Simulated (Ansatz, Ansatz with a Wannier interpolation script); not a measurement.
**From a coarse GW mesh to bands everywhere: K3GaF6 (Fm-3m)**

Wanted: quasiparticle gap and band widths of K3GaF6 (Fm-3m) over the whole zone.

Calculated with Ansatz 0.2.0; LDA, Wannier functions and G0W0, plane waves, PAW.

Report form: the programs' logs are mostly left out.

**1. Set-up**

Symmetry: Fm-3m, No. 225, cubic system. Conventional cell: a = 8.665 Å, b = 8.665 Å, c = 8.665 Å, α = 90.00°, β = 90.00°, γ = 90.00°. Nearest to K lie 12 F at 3.08 Å. K has 6 F at 2.45 Å nearest. Nearest to Ga lie 6 F at 1.88 Å. F has 1 Ga at 1.88 Å and 5 K at 2.45 to 3.08 Å nearest. Farther neighbours and most contacts between anions are not listed.

Coordinates:

```cif
data_structure
_symmetry_space_group_name_H-M 'P 1'
_symmetry_Int_Tables_number 1
_cell_length_a 6.1270
_cell_length_b 6.1270
_cell_length_c 6.1270
_cell_angle_alpha 60.000
_cell_angle_beta 60.000
_cell_angle_gamma 60.000
_cell_volume 162.64
loop_
_atom_site_label
_atom_site_type_symbol
_atom_site_fract_x
_atom_site_fract_y
_atom_site_fract_z
_atom_site_occupancy
K1 K 0.25000 0.25000 0.25000 1
K2 K 0.75000 0.75000 0.75000 1
K3 K 0.00000 0.00000 0.00000 1
Ga4 Ga 0.50000 0.50000 0.50000 1
F5 F 0.71751 0.28249 0.28249 1
F6 F 0.28249 0.71751 0.28249 1
F7 F 0.28249 0.71751 0.71751 1
F8 F 0.71751 0.28249 0.71751 1
F9 F 0.28249 0.28249 0.71751 1
F10 F 0.71751 0.71751 0.28249 1
```

Geometry: measured cell, ions relaxed with LDA. The runs that relaxed it are not among those shown. The default PAW set here is soft_2. Its files were made with PBE.

**2. LDA bands**

The cheap functional maps the bands first; the places of the edges decide which points the dearer methods must see.

This step: DFT, LDA, plane waves, PAW.

input.yaml

```yaml
crystal:
  lattice:
    - [0.0, 4.33245, 4.33245]
    - [4.33245, 0.0, 4.33245]
    - [4.33245, 4.33245, 0.0]
  atoms:
    - { symbol: K, position: [0.25, 0.25, 0.25] }
    - { symbol: K, position: [0.75, 0.75, 0.75] }
    - { symbol: K, position: [0.0, 0.0, 0.0] }
    - { symbol: Ga, position: [0.5, 0.5, 0.5] }
    - { symbol: F, position: [0.7175099285, 0.2824900715, 0.2824900715] }
    - { symbol: F, position: [0.2824900715, 0.7175099285, 0.2824900715] }
    - { symbol: F, position: [0.2824900715, 0.7175099285, 0.7175099285] }
    - { symbol: F, position: [0.7175099285, 0.2824900715, 0.7175099285] }
    - { symbol: F, position: [0.2824900715, 0.2824900715, 0.7175099285] }
    - { symbol: F, position: [0.7175099285, 0.7175099285, 0.2824900715] }
kpoints:
  mp_grid: { grid: [4, 4, 4] }
  band_path:
    path:
      - [[0.0, 0.0, 0.0], [0.5, 0.0, 0.5], [0.625, 0.25, 0.625]]
      - [[0.375, 0.375, 0.75], [0.0, 0.0, 0.0], [0.5, 0.5, 0.5], [0.5, 0.25, 0.75], [0.5, 0.0, 0.5]]
    npoints: 10
hamiltonian:
  xc: lda
scf:
  occupations: { method: fermi_dirac, width: 0.02 }
  n_extra_bands: 86
output:
  eigenvalues: true
  fatbands: true
  write_density: true
  write_potential: true
  elf: true
  volumetric_format: npy
```

The run is started by

```sh
ansatz run input.yaml --threads 4 --pin off --max-ram 18432MiB --backend cpu --events-out ev --progress --plain --runs-dir out
```

Wall time 21 s (4 threads of Arm Neoverse V1, shared host); peak memory 1 GiB; 82 s of CPU time.

This step gave:

| Property | Result |
| --- | --- |
| filled bands | 41 |
| gap | 5.865 eV |
| valence top at | Γ |
| conduction bottom at | Γ |
| least direct gap | 5.865 eV |

The gap is direct, at Γ.

Electronic bands along the path, in eV, zero at the top of the highest nominally filled band:

| point | band 38 | band 39 | band 40 | band 41 | band 42 | band 43 | band 44 | band 45 |
| --- | --- | --- | --- | --- | --- | --- | --- | --- |
| Γ | -0.48 | 0.00 | 0.00 | 0.00 | 5.86 | 9.24 | 9.24 | 9.83 |
| halfway | -0.43 | -0.13 | -0.13 | -0.01 | 6.69 | 9.25 | 9.59 | 9.67 |
| X | -0.55 | -0.31 | -0.31 | -0.01 | 8.03 | 8.43 | 9.33 | 9.66 |
| halfway | -0.49 | -0.29 | -0.29 | -0.03 | 8.08 | 8.50 | 9.25 | 9.62 |
| U | -0.39 | -0.26 | -0.23 | -0.06 | 8.14 | 8.69 | 8.98 | 9.62 |
| jump to K | -0.39 | -0.26 | -0.23 | -0.06 | 8.14 | 8.69 | 8.98 | 9.62 |
| halfway | -0.31 | -0.10 | -0.09 | -0.06 | 6.79 | 9.36 | 9.59 | 9.67 |
| Γ | -0.48 | 0.00 | 0.00 | 0.00 | 5.86 | 9.24 | 9.24 | 9.83 |
| halfway | -0.38 | -0.07 | -0.07 | -0.04 | 6.51 | 9.39 | 9.53 | 9.53 |
| L | -0.31 | -0.12 | -0.12 | -0.10 | 7.74 | 8.23 | 10.11 | 10.11 |
| halfway | -0.33 | -0.21 | -0.13 | -0.12 | 7.93 | 8.49 | 9.38 | 9.73 |
| W | -0.39 | -0.31 | -0.13 | -0.13 | 8.23 | 8.89 | 8.89 | 9.42 |
| halfway | -0.46 | -0.31 | -0.24 | -0.04 | 8.12 | 8.56 | 9.21 | 9.55 |
| X | -0.55 | -0.31 | -0.31 | -0.01 | 8.03 | 8.43 | 9.33 | 9.66 |

Electrostatic potential energy in the ac plane of the conventional cell at fractional y = 0.000, with atoms of K and Ga and F within 0.2 Å of it. With pseudopotentials it is smooth inside the atoms' cores, unlike the true potential.

Ten even steps from '_' (-42 eV) to '@' (9 eV), each cell a mean:
```
__..**@@@@++....==##++==++==**##::__::%%@@%%--__
--++%%@@@@@@****%%%%**++==++##@@##++##@@@@%%**--
##%%@@@@@@@@@@@@@@@@%%####%%@@@@@@@@@@@@@@@@%%%%
@@@@@@@@@@@@@@@@@@@@%%==--**@@@@@@@@@@@@@@@@@@@@
##@@@@@@@@@@@@@@@@@@**..__--@@@@@@@@@@@@@@@@@@%%
..++@@@@@@@@@@@@@@@@**..__--@@@@@@@@@@@@@@@@##::
__::%%@@@@@@@@@@@@@@@@++==##@@@@@@@@@@@@@@@@++__
..==@@@@@@@@@@@@@@@@@@@@@@@@@@@@@@@@@@@@@@@@##::
**%%@@@@@@@@@@@@@@@@@@@@%%@@@@@@@@@@@@@@@@@@@@##
++##%%@@@@%%@@@@@@@@%%**++##%%@@@@@@@@@@@@@@##**
====##%%==::++@@@@%%++....--##@@@@##----**%%++==
++==++**..__..##@@##--____..++%%@@==____--##==++
++==**##::__::%%@@%%--____..**@@@@++....==##++==
==++##@@##++##@@@@%%**----++%%@@@@@@****%%%%**++
##%%@@@@@@@@@@@@@@@@%%%%##%%@@@@@@@@@@@@@@@@%%##
--**@@@@@@@@@@@@@@@@@@@@@@@@@@@@@@@@@@@@@@@@%%==
__--@@@@@@@@@@@@@@@@@@%%##@@@@@@@@@@@@@@@@@@**..
__--@@@@@@@@@@@@@@@@##::..++@@@@@@@@@@@@@@@@**..
==##@@@@@@@@@@@@@@@@++____::%%@@@@@@@@@@@@@@@@++
@@@@@@@@@@@@@@@@@@@@##::..==@@@@@@@@@@@@@@@@@@@@
%%@@@@@@@@@@@@@@@@@@@@##**%%@@@@@@@@@@@@@@@@@@@@
++##%%@@@@@@@@@@@@@@##**++##%%@@@@%%@@@@@@@@%%**
..--##@@@@##----**%%++======##%%==::++@@@@%%++..
__..++%%@@==____--##==++++==++**..__..##@@##--__
```
Columns run along a (8.7 Å; values clipped at the 3rd and 97th percentile), rows up along c (8.7 Å), edges of the conventional cell, whose origin can differ from the input's. Atoms in or near the plane, at fractional coordinates: K at (0.00, 0.00), K at (0.50, 0.50), Ga at (0.50, 0.00), Ga at (0.00, 0.50), F at (0.28, 0.00), F at (0.78, 0.50), F at (0.72, 0.00), F at (0.22, 0.50), F at (0.00, 0.28), F at (0.50, 0.78), F at (0.50, 0.22), F at (0.00, 0.72).

ELF in the ac plane of the conventional cell at fractional y = 0.000, with atoms of K and Ga and F within 0.2 Å of it. It is the smooth field of the valence electrons, not physical close to the nuclei.

Ten even steps from '0' (0.00) to '9' (0.85), each cell a mean:
```
898249888410002687971599
996137986211111489851389
541014652124431146520135
110001110268874101100011
764100001588787200000257
897300001698798300001589
698300001479986200001697
886100000134432000000488
752013310012210002321146
221268740168874026874112
012589961499997138987310
002786871598798249778410
002687971599898249888410
111489851389996137986211
431146520135541014652124
874101100011110001110268
787200000257764100001588
798300001589897300001698
986200001697698300001479
432000000488886100000134
210002321146752013310012
874026874112221268740168
997138987310012589961499
798249778410002786871598
```
Columns run along a (8.7 Å), rows up along c (8.7 Å), edges of the conventional cell, whose origin can differ from the input's. Atoms in or near the plane, at fractional coordinates: K at (0.00, 0.00), K at (0.50, 0.50), Ga at (0.50, 0.00), Ga at (0.00, 0.50), F at (0.28, 0.00), F at (0.78, 0.50), F at (0.72, 0.00), F at (0.22, 0.50), F at (0.00, 0.28), F at (0.50, 0.78), F at (0.50, 0.22), F at (0.00, 0.72).

**3. Wannier functions (F:2p Ga:4s Ga:4p K:4s) on 8×8×8**

Localised functions give a small Hamiltonian that interpolates between mesh points at no cost.

This step: maximally localised Wannier functions, LDA, plane waves, PAW.

input.yaml, the sections that differ from step 2:

```yaml
kpoints:
  mp_grid: { grid: [4, 4, 4] }
scf:
  occupations: { method: fixed }
  n_extra_bands: 86
output:
  wannier:
    kmesh: [8, 8, 8]
    projections:
      - { species: F, l: p, shell: 2 }
      - { species: Ga, l: s, shell: 4 }
      - { species: Ga, l: p, shell: 4 }
      - { species: K, l: s, shell: 4 }
    minimise: true
    write_hr: true
    seedname: w
    conv_tol: 1.0e-07
    max_iter: 4000
    disentanglement:
      window: [-1.74, 27.02]
      frozen_window: [-1.74, 9.97]
      conv_tol: 1.0e-08
# crystal, hamiltonian: as in step 2
```

Run time: 3.3 min. Hardware: 4 threads; peak memory 4.2 GiB.

This step gave:

* gauge-invariant spread: 36.61 Å²
* diagonal spread: 0.02148 Å²
* off-diagonal spread: 2.998 Å²
* total spread: 39.63 Å²
* least projectability: 3.81e-13
* localisation steps: 41
* disentanglement steps: 259
* r.m.s. interpolation error: 0.001225 eV
* r.m.s. error near the gap: 0.001335 eV

Near the gap the model misses directly solved bands by 1.3 meV r.m.s. and by 15 meV at most in the window tested. This tests the starting bands, not the corrections carried with them.

Wannier functions, by row:

```
function  x (Å)   y (Å)  z (Å)  spread (Å²)  nearest atom  distance (Å)
       1  2.538   4.329  4.416        1.112            F5         0.123
       2  2.538   4.329  4.249        1.112            F5         0.123
       3  2.457    4.34  4.332        0.639            F5         0.012
       4  4.329   2.538  4.416        1.112            F6         0.123
       5   4.34   2.457  4.332        0.639            F6         0.012
       6  4.329   2.538  4.249        1.112            F6         0.123
       7  6.127   4.336  4.416        1.112            F7         0.123
       8  6.127   4.336  4.249        1.112            F7         0.123
       9  6.208   4.325  4.332        0.639            F7         0.012
      10  4.336   6.127  4.416        1.112            F8         0.123
      11  4.325   6.208  4.332        0.639            F8         0.012
      12  4.336   6.127  4.249        1.112            F8         0.123
      13  4.332   4.332   2.85        1.866            F9         0.402
      14  4.332   4.332  2.448        0.614            F9             0
      15  4.332   4.332  2.448        0.614            F9         0.001
      16  4.332   4.332  5.815        1.866           F10         0.402
      17  4.332   4.332  6.216        0.614           F10         0.001
      18  4.332   4.332  6.217        0.614           F10             0
      19  4.332   4.333  1.462        3.848            F9         0.985
      20  4.332   4.333  7.203        3.848           F10         0.985
      21  4.332   4.332  4.332         2.22           Ga4             0
      22  4.332   4.332  4.332        2.166           Ga4             0
      23  2.166   2.166  1.161        3.649            K1         1.005
      24  6.499   6.499  7.504        3.649            K2         1.005
      25  2.166  -2.166      0        2.617            K2         2.166
```

Frozen up to 8.86 eV; above it the model need not follow the bands. The electronic bands at the labelled points (eV, zero at the valence-band top):

```
    point  band 38  band 39  band 40  band 41  band 42  band 43  band 44  band 45
        Γ    -0.48     0.00     0.00     0.00     5.86    10.07    11.41    12.48
  halfway    -0.43    -0.13    -0.13    -0.01     6.69     9.46    11.60    11.88
        X    -0.55    -0.31    -0.31    -0.01     8.03     8.43    11.23    11.39
  halfway    -0.49    -0.29    -0.29    -0.03     8.08     8.50    10.11    11.40
        U    -0.39    -0.26    -0.23    -0.06     8.14     8.69     9.07    11.61
jump to K    -0.39    -0.26    -0.23    -0.06     8.14     8.69     9.02    10.25
  halfway    -0.31    -0.10    -0.09    -0.06     6.79     9.54    10.95    11.13
        Γ    -0.48     0.00     0.00     0.00     5.86    10.07    11.41    12.48
  halfway    -0.38    -0.07    -0.07    -0.04     6.51     9.68    10.80    11.83
        L    -0.31    -0.12    -0.12    -0.10     7.74     8.23    10.49    12.15
  halfway    -0.33    -0.21    -0.13    -0.12     7.93     8.49     9.75    11.06
        W    -0.39    -0.31    -0.13    -0.13     8.23     8.89     8.90     9.89
  halfway    -0.46    -0.31    -0.24    -0.04     8.12     8.56    10.08    10.35
        X    -0.55    -0.31    -0.31    -0.01     8.03     8.43    11.23    11.39
```

The same for Kohn-Sham, solved directly:

```csv
point,band 38,band 39,band 40,band 41,band 42,band 43,band 44,band 45
Γ,-0.48,0.00,0.00,0.00,5.86,9.24,9.24,9.83
X,-0.55,-0.31,-0.31,-0.01,8.03,8.43,9.33,9.66
U,-0.39,-0.26,-0.23,-0.06,8.14,8.69,8.98,9.62
K,-0.39,-0.26,-0.23,-0.06,8.14,8.69,8.98,9.62
Γ,-0.48,0.00,0.00,0.00,5.86,9.24,9.24,9.83
L,-0.31,-0.12,-0.12,-0.10,7.74,8.23,10.11,10.11
W,-0.39,-0.31,-0.13,-0.13,8.23,8.89,8.89,9.42
X,-0.55,-0.31,-0.31,-0.01,8.03,8.43,9.33,9.66
```

**4. G0W0 at every point of the mesh: 4×4×4 mesh, 611 empty bands, screening to 140 eV**

Now the one-shot GW correction: screening in the RPA, then the self-energy of the levels asked for.

This step: G0W0 on LDA, plane waves, PAW.

input.yaml, the sections that differ from step 3:

```yaml
scf:
  occupations: { method: fixed }
gw:
  n_empty_bands: 611
  ecut_chi: 140.0
  qp_bands: [v17, c3]
  screening: { model: contour_deformation }
# crystal, kpoints, hamiltonian: as in step 3
# output: removed
```

Elapsed: 14 min, on 4 threads; peak memory 3 GiB; 57 min of CPU time.

This step gave:

```
bands summed                                 : 652
RPA ε∞ on this mesh (eigenvalues)            : 2.007, 2.007, 2.007
plane waves in the screening matrix          : 609
q-points in the mesh                         : 64
G0W0 gap on the mesh                         : 9.802 eV
k of the valence top                         : 0, 0, 0
k of the conduction bottom                   : 0, 0, 0
starting gap on the mesh                     : 5.865 eV
Z at the valence top                         : 0.7878
Z at the conduction bottom                   : 0.8852
least direct G0W0 gap on the computed points : 9.802 eV
```

The gap on the mesh goes from 5.86 eV to 9.80 eV, a correction of +3.94 eV. Between the two edge states, bare exchange in place of the xc potential would open the gap by 12.71 eV, and correlation takes back 8.78 eV.

**5. Interpolating the corrections**

A script adds the corrections, carried to the Wannier functions and back, to the LDA levels, along the path and on a 13×13×13 mesh.

| Property | Result |
| --- | --- |
| G0W0 gap over the zone | 9.802 eV |
| valence top at | Γ |
| conduction bottom at | Γ |
| starting gap over the zone | 5.865 eV |
| least direct G0W0 gap | 9.802 eV |
| G0W0 gap on the mesh | 9.802 eV |
| valence width, start | 2.701 eV |
| valence width, G0W0 | 2.748 eV |
| gap by a rigid shift | 9.802 eV |

Levels solved directly plus the interpolated quasiparticle correction. Limits: finite bands, cutoff and mesh; no spin-orbit coupling. Quasiparticle bands along the path, in eV, zero at the valence-band top of each set:

| point | band 38 | band 39 | band 40 | band 41 | band 42 |
| --- | --- | --- | --- | --- | --- |
| Γ | -0.45 | 0.00 | 0.00 | 0.00 | 9.80 |
| halfway | -0.37 | -0.15 | -0.15 | -0.01 | 10.73 |
| X | -0.53 | -0.35 | -0.35 | -0.01 | 12.55 |
| halfway | -0.42 | -0.34 | -0.33 | -0.03 | 12.63 |
| U | -0.31 | -0.30 | -0.27 | -0.07 | 12.59 |
| jump to K | -0.31 | -0.30 | -0.27 | -0.07 | 12.58 |
| halfway | -0.24 | -0.11 | -0.11 | -0.07 | 10.85 |
| Γ | -0.45 | 0.00 | 0.00 | 0.00 | 9.80 |
| halfway | -0.31 | -0.08 | -0.08 | -0.05 | 10.52 |
| L | -0.25 | -0.13 | -0.13 | -0.12 | 12.03 |
| halfway | -0.28 | -0.24 | -0.14 | -0.13 | 12.22 |
| W | -0.35 | -0.31 | -0.15 | -0.15 | 12.87 |
| halfway | -0.38 | -0.35 | -0.28 | -0.05 | 12.70 |
| X | -0.53 | -0.35 | -0.35 | -0.01 | 12.55 |

The same for LDA:

```csv
point,band 38,band 39,band 40,band 41,band 42
Γ,-0.48,0.00,0.00,0.00,5.86
X,-0.55,-0.31,-0.31,-0.01,8.03
U,-0.39,-0.26,-0.23,-0.06,8.14
K,-0.39,-0.26,-0.23,-0.06,8.14
Γ,-0.48,0.00,0.00,0.00,5.86
L,-0.31,-0.12,-0.12,-0.10,7.74
W,-0.39,-0.31,-0.13,-0.13,8.23
X,-0.55,-0.31,-0.31,-0.01,8.03
```

Corrections by starting level (eV, on the run's own energy scale, so only their differences matter):

```
start  correction
-2.70       −2.22
-2.43       −2.20
-2.31       −2.22
-1.51       −2.34
-1.37       −2.34
-0.83       −2.25
-0.70       −2.23
-0.64       −2.20
-0.59       −2.17
-0.54       −2.11
-0.39       −2.10
-0.20       −2.20
-0.10       −2.19
 0.00       −2.17
 5.87       +1.77
 8.89       +2.02
 9.59       +2.37
```

**6. LDA+SOC bands, for comparison**

The many-body steps leave out spin-orbit coupling, so its effect is taken from a two-component run, with twice the bands.

This step: DFT, LDA with spin-orbit coupling, plane waves, PAW.

input.yaml, the sections that differ from step 4:

```yaml
kpoints:
  mp_grid: { grid: [4, 4, 4] }
  band_path:
    path:
      - [[0.0, 0.0, 0.0], [0.5, 0.0, 0.5], [0.625, 0.25, 0.625]]
      - [[0.375, 0.375, 0.75], [0.0, 0.0, 0.0], [0.5, 0.5, 0.5], [0.5, 0.25, 0.75], [0.5, 0.0, 0.5]]
    npoints: 10
scf:
  occupations: { method: fermi_dirac, width: 0.02 }
  n_extra_bands: 14
magnetization:
  noncollinear: true
  spin_orbit: true
output:
  eigenvalues: true
# crystal, hamiltonian: as in step 4
# gw: removed
```

Run time: 63 s. Hardware: 4 threads; peak memory 1.6 GiB; 4.1 min of CPU time.

This step gave:

- filled bands: 82
- gap: 5.854 eV
- valence top at: Γ
- conduction bottom at: Γ
- least direct gap: 5.854 eV

The gap stands −0.01 eV against LDA.

**7. Results**

| Property | Result |
| --- | --- |
| LDA gap | 5.86 eV |
| G0W0 gap over the zone | 9.80 eV, direct |
| least direct G0W0 gap, in the model | 9.80 eV |
| with the spin-orbit change | 9.79 eV |
| GW settings | 4×4×4 mesh, 611 empty bands, screening to 140 eV |
| known limits | not at the basis limit; no spin-orbit coupling |

In words: The Wannier model follows the LDA bands to 1 meV r.m.s. near the gap. The G0W0 gap over the zone is 9.80 eV, direct, from Γ to Γ; on the mesh alone it is 9.80 eV, nearly the same. The valence width in the model goes from 2.70 eV to 2.75 eV. LDA+SOC gives a gap of 5.85 eV on the same path, a spin-orbit change of −0.01 eV that would bring the G0W0 gap to 9.79 eV. Bands and cutoff are finite, so the gap is not at the basis limit. The miss can reach some tenths of an eV and take either sign; the mesh is an error of its own. Beside the filled d shell of Ga, one-shot G0W0 from a semilocal start often leaves the gap short. Above the frozen window of the model the interpolated levels need not meet the computed ones, even at points of the mesh.

[Paths, hosts, dates, memory and timing lines, banners, echoed tables and standing remarks are left out of the program output.]

[Logs are printed without paths, hosts, clocks, repeated set-up lines and the standing remarks that a program may print on its own settings, such as how far it seeks lower states.]

[Runs of the session that timed out or met a known fault of the program may be left out.]

[Hosts, paths, dates, database ids (printed as entryN), source tags and the programs' standing remarks are cut or masked in the printed files.]
